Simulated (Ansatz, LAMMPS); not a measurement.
## Ionic liquid EMIM+ formate with water at 400 K (133 atoms): a reference run and its variants

Density of this cell: 1.09 g/cm³. The cell holds 133 atoms: 35 C, 10 N, 72 H and 16 O. Cell: a = 11.074 Å, b = 11.074 Å, c = 11.074 Å, α = 90.0°, β = 90.0°, γ = 90.0°. 5 EMIM+, 5 formate, 6 H2O placed at random, at 1.09 g/cm³; overlaps pushed apart, then 10 ps at 700 K with MMFF94 bonds, angles, torsions, charges and radii (Halgren, J. Comput. Chem. 17, 490 (1996)) in harmonic and 12-6 forms; SPC/E water (Berendsen, Grigera and Straatsma, J. Phys. Chem. 91, 6269 (1987)); charges of ions scaled by 0.8. Snapshot after 30 ps at 400 K and fixed volume.

Geometry: as built.

Reference run: Kohn-Sham DFT, PBE+D3(BJ), PAW (set soft_2), plane waves (Ansatz 0.2.0), cutoff 750 eV, Γ point, fixed occupations.

| Property | Result |
| --- | --- |
| r.m.s. force component | 0.9605 eV/Å |
| gap (highest filled to lowest empty level) | 2.661 eV |
| SCF cycles | 11 |
| time | 8.2 s on 8 threads of Intel Xeon Platinum 8488C (Sapphire Rapids), shared host |

Variants, in no order:
A. support functions medium, spacing 0.33 Å
B. support functions medium, spacing 0.238 Å
C. support functions high

**Question.** Rank the variants by how far their forces lie from the reference's, least first.

C, B, A.

| variant | Δ force, r.m.s. (meV/Å) | share of r.m.s. force (%) | time over the reference's |
| --- | --- | --- | --- |
| C. support functions high | 0.804 | 0.0837 | 17 |
| B. support functions medium, spacing 0.238 Å | 2.08 | 0.216 | 3.1 |
| A. support functions medium, spacing 0.33 Å | 46.8 | 4.87 | 2.1 |

[Hosts, paths, dates, database ids (printed as entryN), source tags and the programs' standing remarks are cut or masked in the printed files.]

[The MMFF94 radii named for the starting cell were scaled by 0.96; in molecules described by MMFF94, hydrogen bound to N, O or S took a small fixed 12-6 site in their place.]
